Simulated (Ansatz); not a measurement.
# MoS2 monolayer (2H): from the cell to its phonons, part 4 of 4

How does MoS2 monolayer (2H) vibrate, and is this structure a minimum?

Ansatz 0.2.0; DFT PBEsol, scalar-relativistic, plane waves, PAW.

So far. Step 4 (Tight relaxation): The largest force component left is 0.051 meV/Å, within the tolerances set.

**5. Phonons on a q mesh (continued)**

Harmonic thermodynamic functions per atom, from the density of states. Interpolated from a 6×6×1 q mesh. Thermodynamic functions, by row:

```
T (K)  F_vib (meV/atom)  S (J/mol-atom/K)  C_V (J/mol-atom/K)
    0             54.69                 0                   0
  100              52.9             4.732               8.094
  200             43.48              13.5               17.11
  300             25.33             21.26               20.86
  400             -0.06             27.51                22.5
  500            -31.31             32.63               23.33
  600            -67.42             36.93                23.8
  700            -107.7             40.62               24.09
  800            -151.5             43.85               24.28
  900            -198.4             46.72               24.42
 1000            -248.2              49.3               24.51
```

Symmetry leaves 7 wavevectors to solve. The lowest mode among them, the acoustic zeros apart, lies at q = (0, 0.167, 0) and is real, 45.8 cm⁻¹.

**6. Another isotope, element Mo, natural mass 95.95 amu**

An isotope changes the mass and not the force constants, so no new electronic calculation is needed; the shifts show which modes move this element.

The same force constants with the mass of Mo changed from 95.950 to 99.907 u (phonopy, no LO-TO term). Both lists are sorted by frequency; levels can cross, so a row need not hold one and the same mode. Modes under 3 cm⁻¹ are left out. Isotope shifts, by row:

```
         q  rank  natural mass (cm⁻¹)  changed mass (cm⁻¹)
     0 0 0     4                285.7                285.7
     0 0 0     5                285.7                285.7
     0 0 0     6                386.4                383.4
     0 0 0     7                386.4                383.4
     0 0 0     8                406.7                406.7
     0 0 0     9                472.2                468.5
0 0.1667 0     1                45.76                45.24
0 0.1667 0     2                 81.3                80.33
0 0.1667 0     3                129.7                128.1
0 0.1667 0     4                292.3                292.3
0 0.1667 0     5                  308                307.8
0 0.1667 0     6                372.1                370.6
0 0.1667 0     7                383.1                379.9
0 0.1667 0     8                410.5                409.1
0 0.1667 0     9                450.1                446.4
0 0.3333 0     1                128.8                127.4
0 0.3333 0     2                137.9                136.3
0 0.3333 0     3                213.8                210.7
0 0.3333 0     4                302.6                302.6
0 0.3333 0     5                  335                334.9
0 0.3333 0     6                353.4                  353
0 0.3333 0     7                373.5                370.3
0 0.3333 0     8                405.2                401.8
0 0.3333 0     9                411.5                409.6
  0 -0.5 0     1                156.5                154.7
  0 -0.5 0     2                171.9                169.8
  0 -0.5 0     3                235.9                232.4
  0 -0.5 0     4                  307                  307
  0 -0.5 0     5                334.4                334.4
  0 -0.5 0     6                353.6                353.5
  0 -0.5 0     7                  368                364.9
  0 -0.5 0     8                388.5                385.6
  0 -0.5 0     9                409.7                407.6
```

A mode of this element alone would shift by -2.00 %. The highest zone-centre frequency without the field goes from 472.2 to 468.5 cm⁻¹ (-0.8 %). The product of the frequency ratios over all optical modes at Γ is 0.976; the product rule, (m/m′)^(3k/2) (M′/M)^(3/2) with k = 1 such atoms and M the mass of the cell, gives 0.976.

**7. Isotope substitution, element S, natural mass 32.06 amu**

The same for S, from 32.06 to 33.97 u.

The same force constants with the mass of S changed from 32.060 to 33.968 u (phonopy, no LO-TO term). Both lists are sorted by frequency; levels can cross, so a row need not hold one and the same mode. Modes under 3 cm⁻¹ are left out. Isotope shifts, by row:

| q | rank | natural mass (cm⁻¹) | changed mass (cm⁻¹) |
| --- | --- | --- | --- |
| 0 0 0 | 4 | 285.7 | 277.6 |
| 0 0 0 | 5 | 285.7 | 277.6 |
| 0 0 0 | 6 | 386.4 | 379.9 |
| 0 0 0 | 7 | 386.4 | 379.9 |
| 0 0 0 | 8 | 406.7 | 395.1 |
| 0 0 0 | 9 | 472.2 | 464.2 |
| 0 0.1667 0 | 1 | 45.76 | 45.18 |
| 0 0.1667 0 | 2 | 81.3 | 80.31 |
| 0 0.1667 0 | 3 | 129.7 | 128.3 |
| 0 0.1667 0 | 4 | 292.3 | 284 |
| 0 0.1667 0 | 5 | 308 | 299.4 |
| 0 0.1667 0 | 6 | 372.1 | 363.6 |
| 0 0.1667 0 | 7 | 383.1 | 376.8 |
| 0 0.1667 0 | 8 | 410.5 | 400.9 |
| 0 0.1667 0 | 9 | 450.1 | 442.6 |
| 0 0.3333 0 | 1 | 128.8 | 127.2 |
| 0 0.3333 0 | 2 | 137.9 | 136.1 |
| 0 0.3333 0 | 3 | 213.8 | 211.8 |
| 0 0.3333 0 | 4 | 302.6 | 293.9 |
| 0 0.3333 0 | 5 | 335 | 325.5 |
| 0 0.3333 0 | 6 | 353.4 | 343.9 |
| 0 0.3333 0 | 7 | 373.5 | 367.6 |
| 0 0.3333 0 | 8 | 405.2 | 398.6 |
| 0 0.3333 0 | 9 | 411.5 | 402.8 |
| 0 -0.5 0 | 1 | 156.5 | 154.5 |
| 0 -0.5 0 | 2 | 171.9 | 170 |
| 0 -0.5 0 | 3 | 235.9 | 234 |
| 0 -0.5 0 | 4 | 307 | 298.2 |
| 0 -0.5 0 | 5 | 334.4 | 324.9 |
| 0 -0.5 0 | 6 | 353.6 | 343.7 |
| 0 -0.5 0 | 7 | 368 | 362.2 |
| 0 -0.5 0 | 8 | 388.5 | 381.7 |
| 0 -0.5 0 | 9 | 409.7 | 401.2 |

A mode of this element alone would shift by -2.85 %. The highest zone-centre frequency without the field goes from 472.2 to 464.2 cm⁻¹ (-1.7 %). The product of the frequency ratios over all optical modes at Γ is 0.871; the product rule, (m/m′)^(3k/2) (M′/M)^(3/2) with k = 2 such atoms and M the mass of the cell, gives 0.871.

**8. Outcome**

```yaml
space_group_after_relaxation_within_0p01_a: P-6m2
area_per_atom: 2.85 Å²
gap_on_the_k_mesh: 1.81 eV
highest_optical_mode_at_the_zone_centre_no_lo_to_term: 472 cm⁻¹
lowest_optical_zone_centre_mode: 286 cm⁻¹
largest_born_charge_third_of_the_trace: -0.781 e
lowest_mode_on_the_q_mesh_acoustic_modes_at_gamma_apart: 45.8 cm⁻¹
highest_frequency_on_the_path_or_at_a_solved_wavevector: 472 cm⁻¹
zero_point_energy_per_atom: 54.7 meV
heat_capacity_at_300_k: 20.9 J/(mol atoms K)
vibrational_entropy_at_300_k: 21.3 J/(mol atoms K)
imaginary_modes_on_the_6x6x1_q_mesh: none
```

The structure is a minimum as far as tested: no mode is imaginary at the 7 irreducible wavevectors of the 6×6×1 mesh, and the softest away from the acoustic zeros lies at 46 cm⁻¹. Without the field, the optical modes at Γ span 286 to 472 cm⁻¹. The strongest infrared line is at 386 cm⁻¹. Averaged over orientations, the strongest Raman line at 532 nm and 300 K is at 386 cm⁻¹. The tensors are the static, non-resonant ones, while 532 nm light (2.33 eV) lies above the computed gap. On the path and the mesh, the widest gap between branches runs from 236 to 286 cm⁻¹. In a sheet or slab the interpolated bending branch near Γ is rough, since the rotational sum rule isn't imposed. Dielectric tensors refer to the cell with its vacuum. The program warns that the interpolation holds no quadrupole term, so branches close to Γ can be off in this crystal. The starting cell was built on a prototype and not taken from a measurement. These are harmonic frequencies at zero temperature: anharmonic shifts, linewidths and thermal expansion are left out.

[Logs are printed without paths, hosts, clocks, repeated set-up lines and the standing remarks that a program may print on its own settings, such as how far it seeks lower states.]

[Hosts, paths, dates, database ids (printed as entryN), source tags and the programs' standing remarks are cut or masked in the printed files.]
